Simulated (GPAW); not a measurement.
# Dielectric function and optical constants of Ga2O3, part 2 of 2

Wanted: where Ga2O3 starts to absorb, how strongly, and its refractive index.

GPAW 26.7.0; DFT, PBE, plane-wave PAW (GPAW data sets), scalar-relativistic, RPA, optical limit.

So far. Step 2 (Ground state): There is a gap, 2.42 eV on this mesh (points off the mesh can give less), so no carriers' term is needed.

**4. Dielectric function, RPA**

Local fields let the induced charge screen the field inside the cell, which as a rule lowers ε, most along directions where the density is uneven.

This step: DFT, PBE, plane-wave PAW (GPAW data sets), scalar-relativistic, RPA, optical limit (GPAW 26.7.0).

df.py

```python
from gpaw.response.df import DielectricFunction

df = DielectricFunction('full.gpw', frequencies={'type': 'nonlinear', 'domega0': 0.03, 'omega2': 8},
                        ecut=50,
                        eta=0.12,
                        nbands=63,
                        txt='df.txt')
for direction in ['x', 'y', 'z']:
    df.get_dielectric_function(xc='RPA', direction=direction, filename=f'df_{direction}.csv')
```

Started as:

```console
> OMP_NUM_THREADS=1 python df.py
```

Numbers of over 12 decimals in the logs are rounded to 6 here.

The program printed:

```text
Using integrator: PointIntegrator
NonLinearFrequencyDescriptor(from 0.000 to 45.517 eV, 453 points)
Nonperiodic BCs:  [False False False]
Using integrator: PointIntegrator
NonLinearFrequencyDescriptor(from 0.000 to 45.517 eV, 453 points)
Nonperiodic BCs:  [False False False]

Calculating chi0 body with:
    Ground state adapter containing:
    Number of spins: 1
    Number of kpoints: 405
    Number of irreducible kpoints: 115
    Number of completely occupied states: 24
    Number of partially occupied states: 24

    Linear response parametrization:
    q_c: [0.0, 0.0, 0.0]
    Number of frequency points: 453
    Planewave cutoff: 50.0
    Number of bands: 63
    Number of planewaves: 83
    Broadening (eta): 0.12

Integrating chi0 body.

Symmetries of q_c:
    Direct symmetries (Uq -> q): 4
    Indirect symmetries (TUq -> q): 0
In total 4 allowed symmetries.

115 groups of equivalent kpoints. 71.604938% reduction.

Integral kind: spectral function

Calculating chi0 optical extensions with:
    Ground state adapter containing:
    Number of spins: 1
    Number of kpoints: 405
    Number of irreducible kpoints: 115
    Number of completely occupied states: 24
    Number of partially occupied states: 24

    Linear response parametrization:
    Number of frequency points: 453
    Planewave cutoff: 50.0
    Number of bands: 63
    Number of planewaves: 83
    Broadening (eta): 0.12
Integrating chi0 head and wings.

Symmetries of q_c:
    Direct symmetries (Uq -> q): 4
    Indirect symmetries (TUq -> q): 0
In total 4 allowed symmetries.

115 groups of equivalent kpoints. 71.604938% reduction.

Integral kind: spectral function wings
```

The job ended after 3.3 min (1 thread of Arm Neoverse V1, shared host; peak memory 0.43 GiB).

Read-outs, printed or worked out from the files:

```
electronic dielectric constant ε∞, mean over x, y and z (by symmetry where fewer were run) : 3.775
```

Some rows of df_x.csv (energy; Re and Im without local fields; Re and Im with them):

```text
0.000000, 3.833524, -0.000000, 3.703764, -0.000000
0.429336, 3.843950, 0.005899, 3.713971, 0.005778
0.878195, 3.878490, 0.012844, 3.747822, 0.012598
1.347938, 3.946025, 0.022406, 3.814158, 0.022044
1.840057, 4.067844, 0.039616, 3.934316, 0.039192
2.356191, 4.318018, 0.115669, 4.182922, 0.115789
2.898142, 4.495847, 0.334994, 4.357054, 0.337144
3.467895, 4.536506, 1.169364, 4.392292, 1.183393
4.067647, 4.126137, 1.154420, 3.952289, 1.173075
4.699832, 4.392593, 1.067557, 4.208999, 1.061802
5.367152, 4.176173, 1.428494, 3.938340, 1.430448
6.072622, 4.344119, 1.730345, 4.136576, 1.708798
6.819608, 4.330254, 2.746811, 4.100150, 2.695994
7.611886, 3.663958, 2.806046, 3.314746, 2.744759
8.453705, 3.460439, 3.373334, 3.084254, 3.178611
9.349861, 2.639489, 3.764329, 2.368739, 3.276647
10.305790, 2.061125, 3.485088, 1.952171, 3.016330
11.327680, 1.487743, 3.047634, 1.441772, 2.658435
12.422601, 1.293007, 3.065329, 1.372797, 2.629455
13.598673, 1.044467, 3.144086, 1.301440, 2.510520
```

Sum at mesh points, not converged in k; values under the direct gap are tails of Lorentzian lines. The Im ε by photon energy; read off at these points:

| photon energy (eV) | E ∥ x | E ∥ y | E ∥ z |
| --- | --- | --- | --- |
| 0.00 | 0 | 0 | 0 |
| 0.50 | 0.00678 | 0.00571 | 0.00765 |
| 1.00 | 0.0147 | 0.0120 | 0.0169 |
| 1.50 | 0.0261 | 0.0200 | 0.0314 |
| 2.00 | 0.0493 | 0.0315 | 0.0702 |
| 2.50 | 0.185 | 0.0532 | 0.445 |
| 3.00 | 0.466 | 0.151 | 0.470 |
| 3.50 | 1.19 | 0.568 | 0.856 |
| 3.89 | 1.33 | 0.904 | 1.26 |
| 4.00 | 1.22 | 0.865 | 1.14 |
| 4.50 | 1.08 | 1.16 | 1.48 |
| 5.00 | 1.63 | 1.67 | 1.53 |
| 5.12 | 1.70 | 1.70 | 1.47 |
| 5.50 | 1.44 | 1.72 | 1.51 |
| 6.00 | 1.71 | 1.89 | 1.74 |
| 6.50 | 2.05 | 2.25 | 2.16 |
| 6.93 | 2.79 | 2.29 | 3.12 |
| 7.00 | 2.73 | 2.34 | 3.14 |
| 7.44 | 2.95 | 2.63 | 4.44 |
| 7.50 | 2.89 | 2.67 | 4.52 |
| 8.00 | 2.71 | 3.18 | 3.52 |
| 8.50 | 3.15 | 3.45 | 2.97 |
| 8.89 | 3.30 | 3.93 | 3.05 |
| 9.00 | 3.25 | 3.96 | 3.03 |
| 9.50 | 3.23 | 4.30 | 3.27 |
| 10.00 | 3.14 | 4.36 | 3.21 |
| 10.50 | 3.04 | 5.04 | 3.06 |
| 11.00 | 2.82 | 3.72 | 2.47 |
| 11.50 | 2.60 | 2.90 | 2.59 |
| 12.00 | 2.41 | 2.84 | 2.47 |
| 12.50 | 2.57 | 3.37 | 2.56 |
| 13.00 | 2.53 | 2.91 | 2.57 |
| 13.50 | 2.55 | 2.74 | 2.71 |

The reflectivity at normal incidence has structure finer than the step of the table below, so its rows give means over 0.5 eV, whole bins alone (the curve runs from 0 to 14.0 eV). Peaks (eV: height): E ∥ x 3.38: 13.7, 4.93: 14.2, 6.76: 16.4, 7.38: 16.4, 8.89: 17.0, 10.45: 16.9, 12.42: 14.8; E ∥ y 10.52: 27.2, 12.75: 21.6; E ∥ z 3.10: 13.9, 3.85: 14.1, 4.42: 14.3, 7.50: 22.0, 9.62: 17.2.

Sum at mesh points, not converged in k. Reflectivity at normal incidence against photon energy; means over each step:

| photon energy (eV) | E ∥ x (%) | E ∥ y (%) | E ∥ z (%) |
| --- | --- | --- | --- |
| 0.5 | 10.1 | 10.4 | 10.5 |
| 1.0 | 10.2 | 10.5 | 10.7 |
| 1.5 | 10.5 | 10.8 | 11.1 |
| 2.0 | 11.1 | 11.2 | 11.8 |
| 2.5 | 12.1 | 11.8 | 12.5 |
| 3.0 | 12.8 | 12.9 | 13.0 |
| 3.5 | 13.1 | 14.1 | 12.5 |
| 4.0 | 12.4 | 13.9 | 13.1 |
| 4.5 | 12.4 | 14.0 | 13.4 |
| 5.0 | 13.6 | 14.9 | 13.8 |
| 5.5 | 12.9 | 14.5 | 14.1 |
| 6.0 | 13.8 | 15.0 | 15.0 |
| 6.5 | 15.2 | 15.4 | 16.7 |
| 7.0 | 15.7 | 15.7 | 18.5 |
| 7.5 | 15.7 | 16.8 | 21.2 |
| 8.0 | 15.3 | 17.5 | 17.8 |
| 8.5 | 16.5 | 18.9 | 15.5 |
| 9.0 | 16.9 | 20.3 | 15.7 |
| 9.5 | 16.8 | 21.2 | 16.8 |
| 10.0 | 16.4 | 21.4 | 16.9 |
| 10.5 | 16.2 | 25.4 | 16.7 |
| 11.0 | 15.4 | 23.7 | 14.2 |
| 11.5 | 14.3 | 18.3 | 14.5 |
| 12.0 | 13.5 | 17.0 | 13.9 |
| 12.5 | 14.3 | 20.4 | 14.4 |
| 13.0 | 14.0 | 20.6 | 14.8 |
| 13.5 | 14.2 | 19.2 | 15.9 |

Sum at mesh points, not converged in k; values under the direct gap are tails of Lorentzian lines. Table of Im ε, E ∥ x by photon energy; read off at these points:

| photon energy (eV) | without local fields | with local fields |
| --- | --- | --- |
| 0.00 | 0 | 0 |
| 0.50 | 0.00692 | 0.00678 |
| 1.00 | 0.0150 | 0.0147 |
| 1.50 | 0.0265 | 0.0261 |
| 2.00 | 0.0497 | 0.0493 |
| 2.50 | 0.184 | 0.185 |
| 3.00 | 0.463 | 0.466 |
| 3.50 | 1.18 | 1.19 |
| 3.89 | 1.31 | 1.33 |
| 4.00 | 1.20 | 1.22 |
| 4.50 | 1.08 | 1.08 |
| 5.00 | 1.63 | 1.63 |
| 5.50 | 1.46 | 1.44 |
| 6.00 | 1.74 | 1.71 |
| 6.50 | 2.07 | 2.05 |
| 7.00 | 2.74 | 2.73 |
| 7.50 | 2.95 | 2.89 |
| 8.00 | 2.84 | 2.71 |
| 8.50 | 3.35 | 3.15 |
| 8.89 | 3.68 | 3.30 |
| 9.00 | 3.64 | 3.25 |
| 9.35 | 3.76 | 3.28 |
| 9.50 | 3.72 | 3.23 |
| 10.00 | 3.53 | 3.14 |
| 10.50 | 3.44 | 3.04 |
| 11.00 | 3.21 | 2.82 |
| 11.50 | 2.99 | 2.60 |
| 12.00 | 2.85 | 2.41 |
| 12.50 | 2.99 | 2.57 |
| 13.00 | 2.95 | 2.53 |
| 13.50 | 3.22 | 2.55 |

Sum at mesh points, not converged in k; values under the direct gap are tails of Lorentzian lines. Table of loss function −Im 1/ε at q → 0 by energy loss; read off at these points:

| energy loss (eV) | E ∥ x | E ∥ y | E ∥ z |
| --- | --- | --- | --- |
| 0.00 | 0 | 0 | 0 |
| 0.50 | 4.9e-4 | 3.9e-4 | 5.2e-4 |
| 1.00 | 0.00104 | 8.1e-4 | 0.00112 |
| 1.50 | 0.00177 | 0.00130 | 0.00198 |
| 2.00 | 0.00309 | 0.00195 | 0.00403 |
| 2.50 | 0.0101 | 0.00303 | 0.0231 |
| 3.00 | 0.0229 | 0.00741 | 0.0220 |
| 3.50 | 0.0603 | 0.0249 | 0.0490 |
| 4.00 | 0.0713 | 0.0391 | 0.0612 |
| 4.50 | 0.0587 | 0.0520 | 0.0698 |
| 5.00 | 0.0766 | 0.0679 | 0.0704 |
| 5.50 | 0.0771 | 0.0770 | 0.0706 |
| 6.00 | 0.0864 | 0.0785 | 0.0762 |
| 6.50 | 0.0882 | 0.0927 | 0.0779 |
| 7.00 | 0.130 | 0.0986 | 0.107 |
| 7.50 | 0.146 | 0.105 | 0.138 |
| 8.00 | 0.145 | 0.119 | 0.198 |
| 8.50 | 0.165 | 0.114 | 0.200 |
| 9.00 | 0.186 | 0.143 | 0.206 |
| 9.50 | 0.209 | 0.169 | 0.208 |
| 10.00 | 0.234 | 0.177 | 0.239 |
| 10.50 | 0.256 | 0.189 | 0.267 |
| 11.00 | 0.278 | 0.267 | 0.292 |
| 11.50 | 0.299 | 0.317 | 0.299 |
| 11.63 | 0.310 | 0.317 | 0.301 |
| 12.00 | 0.297 | 0.294 | 0.303 |
| 12.50 | 0.307 | 0.279 | 0.299 |
| 13.00 | 0.302 | 0.336 | 0.301 |
| 13.50 | 0.310 | 0.355 | 0.311 |
| 13.60 | 0.314 | 0.363 | 0.314 |

At chosen wavelengths:

| wavelength (nm) | n x | k x | R (%) x | 1/α x | n y | k y | R (%) y | 1/α y |
| --- | --- | --- | --- | --- | --- | --- | --- | --- |
| 1550 | 1.93 | 0.003 | 10.1 | 42 µm | 1.96 | 0.002 | 10.5 | 51 µm |
| 800 | 1.96 | 0.007 | 10.6 | 9.0 µm | 1.98 | 0.005 | 10.8 | 12 µm |
| 450 | 2.06 | 0.100 | 12.2 | 357 nm | 2.08 | 0.019 | 12.3 | 1.9 µm |
| 405 | 2.12 | 0.134 | 13.1 | 240 nm | 2.14 | 0.046 | 13.1 | 706 nm |
| 365 | 2.14 | 0.240 | 13.7 | 121 nm | 2.18 | 0.116 | 13.9 | 250 nm |
| 248 | 2.11 | 0.386 | 14.1 | 51 nm | 2.20 | 0.381 | 15.2 | 52 nm |
| 193 | 2.12 | 0.456 | 14.8 | 34 nm | 2.15 | 0.494 | 15.5 | 31 nm |

Below the direct gap, k and the depth come from the tails of the Lorentzian lines, not from transitions.

Rows near the edge hang on the gap, which this functional as a rule makes too small, and phonon-assisted absorption is left out.

**5. What came out**

| Quantity | Value |
| --- | --- |
| electronic dielectric constant ε∞, mean over x, y and z (by symmetry where fewer were run) (RPA) | 3.78 |

In words: At this level (PBE, RPA) Ga2O3 has a mean ε∞ = 3.78 and n = 1.93 at 1550 nm (E ∥ x). On the mesh the gap is 2.42 eV and the least direct gap 2.45 eV. Local fields change the static value along x from 3.83 to 3.70 (-3 %). The static values by axis are 3.70 (x), 3.80 (y), 3.82 (z). Excitons and phonon-assisted transitions are missing; PBE gaps are as a rule too small, which pulls the onset down and ε∞ up. In this version of GPAW the matrix elements of the optical limit are incomplete, which can lower ε − 1 by up to a tenth where first-row anions or d states rule, and shift it by more in d metals. The sum runs over mesh points 0.24 Å⁻¹ apart with no interpolation, so peaks are partly noise of the mesh and static values carry its error.

[Machine, clock and banner lines and Python warnings are left out of the logs.]

[Logs are printed without paths, hosts, clocks, repeated set-up lines and the standing remarks that a program may print on its own settings, such as how far it seeks lower states.]

[Hosts, paths, dates, database ids (printed as entryN), source tags and the programs' standing remarks are cut or masked in the printed files.]
